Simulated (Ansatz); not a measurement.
# Decaying states in the gap of Cu2WSe2O2

A new crystal, Cu2WSe2O2: structure, gap and complex bands. It is built by putting O for part of the Se in the Cu2WSe4 structure of space group I-42m, with the volume rescaled by atomic radii. The parent structure comes from the Materials Project.

Main program and level: Ansatz 0.2.0; PBEsol DFT, plane waves, PAW files, in the first sound run; inputs show where later runs differ.

The structure was built from a prototype and need not be the compound's stable phase.

## Step 1: The structure

Symmetry: C2, No. 5, monoclinic system. Conventional cell: a = 11.727 Å, b = 5.209 Å, c = 5.209 Å, α = 90.00°, β = 116.37°, γ = 90.00°. Nearest to Cu lie 2 Se at 2.26 Å and 2 O at 2.26 Å. Nearest to Cu lie 2 O at 2.26 Å and 2 Se at 2.26 Å. W has 2 Se at 2.22 Å and 2 O at 2.22 Å nearest. O has 1 W at 2.22 Å and 2 Cu at 2.26 Å nearest. Se has 1 W at 2.22 Å and 2 Cu at 2.26 Å nearest. It derives from Cu2WSe4. O for part of the Se in the Cu2WSe4 structure of space group I-42m. Farther neighbours and most contacts between anions are not listed.

## Step 2: Cell and atoms at rest

The substituted atoms don't fit the parent's cell, so cell and atoms relax together. A small smearing keeps the run stable in case the gap closes on the way.

The input, input.yaml:

```yaml
crystal:
  lattice:
    - [-2.604637151, 2.604637151, 5.2529893548]
    - [2.604637151, -2.604637151, 5.2529893548]
    - [2.604637151, 2.604637151, -5.2529893548]
  atoms:
    - { symbol: Cu, position: [0.0, 0.5, 0.5] }
    - { symbol: Cu, position: [0.5, 0.0, 0.5] }
    - { symbol: W, position: [0.0, 0.0, 0.0] }
    - { symbol: O, position: [0.88287031, 0.36733484, 0.0] }
    - { symbol: Se, position: [0.36733484, 0.88287031, 0.0] }
    - { symbol: Se, position: [0.63266516, 0.63266516, 0.51553547] }
    - { symbol: O, position: [0.11712969, 0.11712969, 0.48446453] }
kpoints:
  mp_grid: { grid: [6, 6, 6] }
scf:
  occupations: { method: gaussian, width: 0.03 }
hamiltonian:
  xc: pbesol
output:
  forces: true
  stress: true
relax:
  f_tol: 0.02
  max_steps: 60
  cell: {}
```

Run with:

```
$ ansatz run input.yaml --threads 2 --pin off --max-ram 4096MiB --backend cpu --events-out ev --progress --plain --runs-dir out
```

Numbers of over 12 decimals in the logs are rounded to 6 here.

What it wrote:

```text
Engine: ansatz 0.2.0, x86_64-unknown-linux-gnu
Pseudopotentials: kind: paw
Pseudopotential: Cu, paw, valence charge 19, recommended cutoff 420 eV (normal), Cu.paw.azcp
Pseudopotential: W, paw, valence charge 14, recommended cutoff 420 eV (normal), W.paw.azcp
Pseudopotential: O, paw, valence charge 6, recommended cutoff 420 eV (normal), O.paw.azcp
Pseudopotential: Se, paw, valence charge 16, recommended cutoff 420 eV (normal), Se.paw.azcp
Functional definition: PBEsol
  exchange = pbesol_x
  correlation = pbesol_c
Crystal: 7 atoms, lattice volume = 142.548 Å³
Basis set: ecut = 420 eV, 2809 PW (Γ), exchange–correlation on 90×90×90 points (8 copies of the dense FFT grid, shifted against one another)
Bands: 58, of which v1, the nominal top of the filled ones, is band 48 counted from 1 (47 counted from 0)
Symmetry: 2 space group operations
Space group: C2 (ITA 5), of the structure as read, at distance tolerance 5.2e-5 Å
k-points: 68 of 216 (time reversal used)
Non-local potential: Cu, projectors of the file, l = 0: 3, l = 1: 2, l = 2: 3, l = 3: 1
Non-local potential: W, projectors of the file, l = 0: 3, l = 1: 2, l = 2: 2, l = 3: 1
Non-local potential: O, projectors of the file, l = 0: 2, l = 1: 2, l = 2: 1
Non-local potential: Se, projectors of the file, l = 0: 2, l = 1: 2, l = 2: 3, l = 3: 1
PAW form: soft (Blöchl's): semilocal exchange-correlation on the pseudo side does not see the compensation charge
PAW frozen core: Cu, regenerated for the run's functional, and the local potential with it (the file was generated under x = pbe(κ = 0.804, μ = 0.219515), c = pbe(β = 0.066725))
PAW frozen core: W, regenerated for the run's functional, and the local potential with it (the file was generated under x = pbe(κ = 0.804, μ = 0.219515), c = pbe(β = 0.066725))
PAW frozen core: O, regenerated for the run's functional, and the local potential with it (the file was generated under x = pbe(κ = 0.804, μ = 0.219515), c = pbe(β = 0.066725))
PAW frozen core: Se, regenerated for the run's functional, and the local potential with it (the file was generated under x = pbe(κ = 0.804, μ = 0.219515), c = pbe(β = 0.066725))
PAW one-centre angular grid: Cu, 590 points (default); XC on 64 Gauss nodes
PAW one-centre angular grid: W, 590 points (default); XC on 64 Gauss nodes
PAW one-centre angular grid: O, 110 points (default); XC on 64 Gauss nodes
PAW one-centre angular grid: Se, 590 points (default); XC on 64 Gauss nodes
Initial density: superposition of atomic densities (neutral atoms: chi_scale 0, normalization atom), corrected by the library's trained network
Initial wavefunctions: pseudopotential atomic-orbital guess
Functional: x = pbesol(κ = 0.804, μ = 0.123457), c = pbesol(β = 0.046)
SCF iter   1: F=—  HF=-35400.041280 eV  |F-HF|=—  |Δ(HF+E_count)|=         —  Δρ=1.70e-2  dr2=3.94e-1  ethr=1.77e-3  ⟨swp⟩=6.4  Hψ=14990  notcnv=0  defer=3
preconditioner: auto → Resta (q_TF=auto, 2.554 Å⁻¹)  ε∞=7.6  [insulator: Δε(μ)=1.381 eV  Ē_g=8.729 eV  σ=0.030 eV  W_gap=1.00  n_scr=36 (ndim 8)  ℏωp=22.4 eV  f_vac=0.232  D(μ)=0.00/eV (n_scr^D=0)  ε∞_Penn≈7.6]
SCF iter   2: F=—  HF=-35400.033162 eV  |F-HF|=—  |Δ(HF+E_count)|=   8.12e-3  Δρ=1.50e-2  dr2=3.16e-1  ethr=4.10e-4  ⟨swp⟩=2.0  Hψ=6739  notcnv=0  defer=268
SCF iter   3: F=—  HF=-35399.985935 eV  |F-HF|=—  |Δ(HF+E_count)|=   4.72e-2  Δρ=3.03e-3  dr2=8.56e-3  ethr=3.30e-4  ⟨swp⟩=2.0  Hψ=5209  notcnv=0  defer=268
SCF iter   4: F=—  HF=-35399.985607 eV  |F-HF|=—  |Δ(HF+E_count)|=   3.28e-4  Δρ=1.44e-3  dr2=2.57e-3  ethr=8.92e-6  ⟨swp⟩=2.0  Hψ=5283  notcnv=0  defer=268
SCF iter   5: F=—  HF=-35399.985614 eV  |F-HF|=—  |Δ(HF+E_count)|=   6.78e-6  Δρ=4.57e-4  dr2=3.45e-4  ethr=2.68e-6  ⟨swp⟩=2.0  Hψ=5172  notcnv=0  defer=268
SCF iter   6: F=—  HF=-35399.985766 eV  |F-HF|=—  |Δ(HF+E_count)|=   1.52e-4  Δρ=2.91e-4  dr2=1.01e-4  ethr=3.59e-7  ⟨swp⟩=2.0  Hψ=5308  notcnv=0  defer=268
SCF iter   7: F=—  HF=-35399.985842 eV  |F-HF|=—  |Δ(HF+E_count)|=   7.59e-5  Δρ=4.72e-4  dr2=2.20e-4  ethr=1.06e-7  ⟨swp⟩=2.0  Hψ=6872  notcnv=0  defer=268  recentre
SCF iter   8: F=—  HF=-35399.985819 eV  |F-HF|=—  |Δ(HF+E_count)|=   2.34e-5  Δρ=7.90e-5  dr2=8.22e-6  ethr=1.06e-7  ⟨swp⟩=2.0  Hψ=6906  notcnv=0  defer=268
SCF iter   9: F=—  HF=-35399.985858 eV  |F-HF|=—  |Δ(HF+E_count)|=   3.92e-5  Δρ=4.01e-5  dr2=2.30e-6  ethr=8.56e-9  ⟨swp⟩=2.0  Hψ=5150  notcnv=0  defer=268
SCF iter  10: F=—  HF=-35399.985860 eV  |F-HF|=—  |Δ(HF+E_count)|=   2.11e-6  Δρ=2.20e-5  dr2=7.25e-7  ethr=2.40e-9  ⟨swp⟩=2.0  Hψ=5172  notcnv=0  defer=268
SCF iter  11: F=-35399.985860 eV  HF=-35399.985860 eV  |F-HF|=2.62e-8  |Δ(HF+E_count)|=   4.29e-8  Δρ=5.07e-6  dr2=2.75e-8  ethr=1.04e-10  ⟨swp⟩=3.0  Hψ=14934  notcnv=0
SCF 1 converged in 11 iterations: F = -35399.985860 eV  dr2 = 2.75e-8
  greatest PAW one-centre occupation: 1.000 electrons in one spin orbital (limit 2), on the Cu atom at site 0 (counted from 0), in its partial waves of l = 0
relax step   1: F+E_penalty+E_count = -35399.98586022 eV  Δ(F+E_penalty+E_count) = +0.000e0 eV  max|allowed force component| = 8.485e0 eV/Å  Δτ_max = 0.0000 Å  P = -2.140 GPa  Ω = 142.548 Å³  (11 SCF iters, dr2 threshold 1.00e-7 eV, accepted)
Crystal: 7 atoms, lattice volume = 140.905 Å³
Basis set: ecut = 420 eV, 2781 PW (Γ), exchange–correlation on 90×90×90 points (8 copies of the dense FFT grid, shifted against one another)
Initial density: handed on by an earlier stage of this run
Initial wavefunctions: those handed on with the density
iter 1 solved again at ethr=1.08e-3 eV; its pass at ethr=3.10e-3 eV (dr2=1.04e0 eV) is discarded
SCF iter   1: F=—  HF=-35403.318102 eV  |F-HF|=—  |Δ(HF+E_count)|=         —  Δρ=2.68e-2  dr2=1.04e0  ethr=1.08e-3  ⟨swp⟩=1.2  Hψ=17423  notcnv=0
preconditioner: auto → Resta (q_TF=auto, 2.559 Å⁻¹)  ε∞=6.9  [insulator: Δε(μ)=1.783 eV  Ē_g=9.288 eV  σ=0.030 eV  W_gap=1.00  n_scr=36 (ndim 8)  ℏωp=22.6 eV  f_vac=0.225  D(μ)=0.00/eV (n_scr^D=0)  ε∞_Penn≈6.9]
SCF iter   2: F=—  HF=-35403.191003 eV  |F-HF|=—  |Δ(HF+E_count)|=   1.27e-1  Δρ=1.64e-2  dr2=3.32e-1  ethr=1.08e-3  ⟨swp⟩=2.9  Hψ=6241  notcnv=0
SCF iter   3: F=—  HF=-35403.153345 eV  |F-HF|=—  |Δ(HF+E_count)|=   3.77e-2  Δρ=1.07e-2  dr2=1.08e-1  ethr=3.46e-4  ⟨swp⟩=2.8  Hψ=6099  notcnv=0  defer=242
SCF iter   4: F=—  HF=-35403.139587 eV  |F-HF|=—  |Δ(HF+E_count)|=   1.38e-2  Δρ=6.12e-3  dr2=3.73e-2  ethr=1.13e-4  ⟨swp⟩=2.0  Hψ=5333  notcnv=0  defer=262
SCF iter   5: F=—  HF=-35403.133260 eV  |F-HF|=—  |Δ(HF+E_count)|=   6.33e-3  Δρ=1.76e-3  dr2=4.86e-3  ethr=3.88e-5  ⟨swp⟩=2.0  Hψ=5451  notcnv=0  defer=262
[...]
relax step  22: F+E_penalty+E_count = -35403.92427969 eV  Δ(F+E_penalty+E_count) = -6.227e-4 eV  max|allowed force component| = 3.433e-2 eV/Å  Δτ_max = 0.0804 Å  P = +0.050 GPa  Ω = 155.796 Å³  energy of the carried Pulay correction = -6.136e-4 eV  (11 SCF iters, dr2 threshold 2.73e-8 eV, accepted)
relax step  23: F+E_penalty+E_count = -35403.92474270 eV  Δ(F+E_penalty+E_count) = -4.630e-4 eV  max|allowed force component| = 7.820e-3 eV/Å  Δτ_max = 0.0221 Å  P = +0.000 GPa  Ω = 155.594 Å³  energy of the carried Pulay correction = -4.433e-4 eV  (9 SCF iters, dr2 threshold 7.37e-8 eV, accepted)
relax step  24: F+E_penalty+E_count = -35403.92610847 eV  Δ(F+E_penalty+E_count) = -1.366e-3 eV  max|allowed force component| = 8.280e-3 eV/Å  Δτ_max = 0.0000 Å  P = +0.012 GPa  Ω = 155.594 Å³  stress off target by 6.60e-2 GPa  SCF on the basis re-selected at this cell (its energy is not comparable with the rows above)  (11 SCF iters)
relax step  25: F+E_penalty+E_count = -35403.92679170 eV  Δ(F+E_penalty+E_count) = -6.832e-4 eV  max|allowed force component| = 9.999e-3 eV/Å  Δτ_max = 0.0434 Å  P = +0.051 GPa  Ω = 155.888 Å³  energy of the carried Pulay correction = -1.625e-4 eV  (10 SCF iters, dr2 threshold 1.09e-8 eV, accepted)
relax step  26: F+E_penalty+E_count = -35403.92663232 eV  Δ(F+E_penalty+E_count) = +1.594e-4 eV  max|allowed force component| = 1.158e-2 eV/Å  Δτ_max = 0.0022 Å  P = -0.014 GPa  Ω = 156.028 Å³  energy of the carried Pulay correction = -3.389e-4 eV  (8 SCF iters, dr2 threshold 7.74e-9 eV, accepted)
relax step  27: F+E_penalty+E_count = -35403.92752137 eV  Δ(F+E_penalty+E_count) = -8.891e-4 eV  max|allowed force component| = 1.191e-2 eV/Å  Δτ_max = 0.0000 Å  P = -0.011 GPa  Ω = 156.028 Å³  stress off target by 5.59e-2 GPa  SCF on the basis re-selected at this cell (its energy is not comparable with the rows above)  (10 SCF iters)
relax step  28: F+E_penalty+E_count = -35403.92771813 eV  Δ(F+E_penalty+E_count) = -1.968e-4 eV  max|allowed force component| = 5.396e-3 eV/Å  Δτ_max = 0.0139 Å  P = -0.003 GPa  Ω = 156.133 Å³  energy of the carried Pulay correction = -6.097e-5 eV  (10 SCF iters, dr2 threshold 7.81e-9 eV, accepted)
relax step  29: F+E_penalty+E_count = -35403.92768519 eV  Δ(F+E_penalty+E_count) = +3.295e-5 eV  max|allowed force component| = 5.486e-3 eV/Å  Δτ_max = 0.0108 Å  P = -0.002 GPa  Ω = 156.246 Å³  energy of the carried Pulay correction = -1.527e-4 eV  (13 SCF iters, accepted)
Basis set: ecut = 420 eV, 3057 PW (Γ), exchange–correlation on 90×100×100 points (8 copies of the dense FFT grid, shifted against one another)
iter 1 solved again at ethr=2.77e-7 eV; its pass at ethr=3.10e-3 eV (dr2=2.65e-4 eV) is discarded
SCF iter   1: F=—  HF=-35403.925250 eV  |F-HF|=—  |Δ(HF+E_count)|=         —  Δρ=1.97e-4  dr2=1.80e-6  ethr=2.77e-7  ⟨swp⟩=3.4  Hψ=25404  notcnv=0
preconditioner: auto → Resta (q_TF=auto, 2.516 Å⁻¹)  ε∞=6.4  [insulator: Δε(μ)=1.765 eV  Ē_g=9.240 eV  σ=0.030 eV  W_gap=1.00  n_scr=38 (ndim 8)  ℏωp=21.4 eV  f_vac=0.283  D(μ)=0.00/eV (n_scr^D=0)  ε∞_Penn≈6.4]
SCF iter   2: F=—  HF=-35403.927246 eV  |F-HF|=—  |Δ(HF+E_count)|=   2.00e-3  Δρ=1.00e-4  dr2=4.97e-7  ethr=1.88e-9  ⟨swp⟩=2.0  Hψ=6624  notcnv=0
SCF iter   3: F=—  HF=-35403.927919 eV  |F-HF|=—  |Δ(HF+E_count)|=   6.73e-4  Δρ=3.34e-5  dr2=6.63e-7  ethr=5.18e-10  ⟨swp⟩=2.2  Hψ=7223  notcnv=0
SCF iter   4: F=—  HF=-35403.927954 eV  |F-HF|=—  |Δ(HF+E_count)|=   3.50e-5  Δρ=1.01e-5  dr2=6.72e-8  ethr=5.18e-10  ⟨swp⟩=2.0  Hψ=7004  notcnv=0
SCF iter   5: F=—  HF=-35403.927957 eV  |F-HF|=—  |Δ(HF+E_count)|=   3.10e-6  Δρ=2.73e-6  dr2=6.15e-9  ethr=7.00e-11  ⟨swp⟩=2.0  Hψ=5314  notcnv=0
SCF iter   6: F=—  HF=-35403.927957 eV  |F-HF|=—  |Δ(HF+E_count)|=   3.66e-7  Δρ=1.35e-6  dr2=3.38e-9  ethr=6.41e-12  ⟨swp⟩=2.0  Hψ=5466  notcnv=0
SCF iter   7: F=—  HF=-35403.927957 eV  |F-HF|=—  |Δ(HF+E_count)|=   1.16e-8  Δρ=7.95e-7  dr2=1.43e-9  ethr=3.52e-12  ⟨swp⟩=2.0  Hψ=5288  notcnv=0
SCF iter   8: F=—  HF=-35403.927957 eV  |F-HF|=—  |Δ(HF+E_count)|=  9.90e-10  Δρ=4.11e-7  dr2=3.83e-10  ethr=1.49e-12  ⟨swp⟩=2.0  Hψ=5311  notcnv=0
SCF iter   9: F=—  HF=-35403.927957 eV  |F-HF|=—  |Δ(HF+E_count)|=   1.66e-9  Δρ=2.73e-7  dr2=1.03e-10  ethr=1.00e-12  ⟨swp⟩=2.0  Hψ=5457  notcnv=0
SCF iter  10: F=-35403.927957 eV  HF=-35403.927957 eV  |F-HF|=4.37e-11  |Δ(HF+E_count)|=  4.15e-10  Δρ=9.66e-8  dr2=1.40e-11  ethr=1.00e-12  ⟨swp⟩=4.0  Hψ=13372  notcnv=0
SCF 30 converged in 10 iterations: F = -35403.927957 eV  dr2 = 1.40e-11
relax step  30: F+E_penalty+E_count = -35403.92795714 eV  Δ(F+E_penalty+E_count) = -2.720e-4 eV  max|allowed force component| = 5.355e-3 eV/Å  Δτ_max = 0.0000 Å  P = -0.002 GPa  Ω = 156.246 Å³  stress off target by 2.14e-2 GPa  SCF on the basis re-selected at this cell (its energy is not comparable with the rows above)  (10 SCF iters)
basis re-selected at this cell: Δ(F+E_penalty+E_count) = -2.720e-4 eV, ΔP = +0.001 GPa vs the last step (what re-selecting the basis moved, of the pressure what is left beyond the Pulay correction that the steps carried, after the strain that the cell walked since its last selection, with what the two solves' SCF thresholds leave and, on support functions, any second-order correction that the steps lacked; it is no measure of the basis error at this ecutwfc). The dense FFT grid was sized anew with the basis: this SCF ran on 45×50×50 points, the steps before it on 45×48×48, so part of this shift can come from that change (see relax.cell in the input reference). [rest of the remark cut]
SCF converged after 10 iterations
Free energy (F): -35403.927957 eV
Harris-Foulkes:  -35403.927957 eV  (|F-HF|=4.37e-11)
Internal energy: -35403.927957 eV  (E = F + TS)
E sigma→0 (E₀):  -35403.927957 eV
Fermi energy:    6.709749 eV
--- Per-component energies (eV) ---
  E_band       = -2294.252386
  E_kinetic    = 1630.393492
  E_local      = -21993.066831  (includes V_loc(G=0)·N_el)
  E_nonlocal   = -285.247966
  E_hartree    = 9940.870186
  E_xc         = -789.248403
  E_vxc        = -843.836080  (∫ρ·V_xc dr)
  E_paw        = -15741.185869  (= ΣΔE_a)
  E_vpaw       = -684.239714  (= ΣTr[D̂ρ^β])
  E_aug_tail   = 0.003987  (compensation charges beyond the density's cutoff)
  E_ewald      = -8169.168227
  E_core_change = 2.721673  (= ΣΔE_core)
  E_smearing   = -0.000000  (= −TS)
  E_closure    = -0.000000  (closes the sum)
  Σ components = -35403.927957   (vs F -35403.927957, Δ=0.00e0)
--- Forces (eV/Å), atoms counted from 1 ---
  atom   1  Cu     0.00188980     0.00000000     0.00000000
  atom   2  Cu     0.00054514     0.00000000     0.00000000
  atom   3  W      0.00535471     0.00000000     0.00000000
  atom   4  O     -0.00266047     0.00010264    -0.00079542
  atom   5  Se    -0.00123394     0.00037741     0.00061327
  atom   6  Se    -0.00123394    -0.00037741    -0.00061327
  atom   7  O     -0.00266047    -0.00010264     0.00079542
  max |Σ_I F_I| component: 8.29e-7 eV/Å
--- Stress (GPa, compression-positive) ---
       -0.010069       0.000000       0.000000
        0.000000      -0.009053      -0.015437
        0.000000      -0.015437       0.013587
  P = ⅓ Tr σ = -0.0018 GPa (-0.018 kbar)
--- Relaxed structure (24 steps of the walk, 24 accepted, 6 SCFs on fresh bases) ---
  F+E_penalty+E_count = -35403.92795714 eV   max|allowed force component| = 5.355e-3 eV/Å   (the final SCF, on the basis selected at the relaxed cell)
  cell:  # Å, volume = 156.2465 Å³
    - [-2.652983, 2.135647, 5.451999]
    - [2.652983, -3.081784, 5.921130]
    - [2.652983, 3.081784, -5.921130]
  atoms:
    - { symbol: Cu, position: [4.45454574723287e-19, 0.522546, 0.522546] }
    - { symbol: Cu, position: [0.5, 0.000758746, 0.500759] }
    - { symbol: W, position: [4.45454574723287e-19, 0.017958, 0.017958] }
    - { symbol: O, position: [0.891205, 0.297514, 0.028094] }
    - { symbol: Se, position: [0.425670, 0.898117, 0.051888] }
    - { symbol: Se, position: [0.574330, 0.626218, 0.472447] }
    - { symbol: O, position: [0.108795, 0.136889, 0.406309] }
```

It took 10 min on 2 threads of Intel Xeon Platinum 8488C (Sapphire Rapids), shared host; peak memory 0.85 GiB.

Relaxation path (22 of 30):

```
step  energy less that of the first step (eV)  largest force component (eV/Å)  pressure (GPa)  volume (Å³)
   1                                   0.0000                          8.4851           -2.14       142.55
   2                                  -3.1477                          2.5277           -1.95       140.90
   4                                  -3.8250                          0.7637           -0.57       142.44
   5                                  -3.8887                          0.2718           -0.13       145.89
   7                                  -3.9119                          0.1336            0.04       150.12
   8                                  -3.9144                          0.0604            0.01       151.03
   9                                  -3.9153                          0.0280            0.00       151.12
 11*                                  -3.9310                          0.0205            0.14       151.02
  12                                  -3.9301                          0.0259           -0.03       152.83
  13                                  -3.9286                          0.0283            0.10       154.17
  15                                  -3.9291                          0.0060            0.00       154.10
  16                                  -3.9293                          0.0086            0.01       154.08
 18*                                  -3.9346                          0.0017            0.03       154.08
  19                                  -3.9354                          0.0201            0.05       154.85
  20                                  -3.9353                          0.0120            0.02       155.03
  22                                  -3.9384                          0.0343            0.05       155.80
  23                                  -3.9389                          0.0078            0.00       155.59
 24*                                  -3.9402                          0.0083            0.01       155.59
  26                                  -3.9408                          0.0116           -0.01       156.03
 27*                                  -3.9417                          0.0119           -0.01       156.03
  29                                  -3.9418                          0.0055            0.00       156.25
 30*                                  -3.9421                          0.0054            0.00       156.25
```

Relaxation steps marked * repeat the geometry before them on a plane-wave basis chosen anew for their cell, so energy and pressure can jump there. Other such steps can lie between the rows shown.

Forces are held to the 2 operations that the run works with; a distortion that breaks them can't arise in this run.

```
     cell as run  before   after   change
           a (Å)   6.416   6.428   +0.2 %
           b (Å)   6.416   7.183  +12.0 %
           c (Å)   6.416   7.183  +12.0 %
           α (°)  132.10  136.65   +3.4 %
           β (°)  132.10  135.15   +2.3 %
           γ (°)   70.08   66.16   -5.6 %
volume (Å³/atom)   20.36   22.32   +9.6 %
```

The atoms that moved most (Å, as changes of fractional coordinates times the final cell):

```
atom      dx      dy      dz  length
  O7  -0.133  -0.320   0.534   0.637
  O4  -0.133   0.320  -0.534   0.637
 Se5   0.023   0.238   0.101   0.259
 Se6   0.023  -0.238  -0.101   0.259
 Cu1   0.120   0.000   0.000   0.120
  W3   0.095   0.000   0.000   0.095
```

This step gave:

```
free energy  : -35403.9280 eV
Fermi energy : 6.710 eV
pressure     : -0.001845 GPa
```

The largest force component on a free atom ends at 0.0054 eV/Å.

(Continued in part 2 of 3.)

[Logs are printed without paths, hosts, clocks, repeated set-up lines and the standing remarks that a program may print on its own settings, such as how far it seeks lower states.]

[Hosts, paths, dates, database ids (printed as entryN), source tags and the programs' standing remarks are cut or masked in the printed files.]

[New means built here by substitution; the compound itself may be known and measured.]
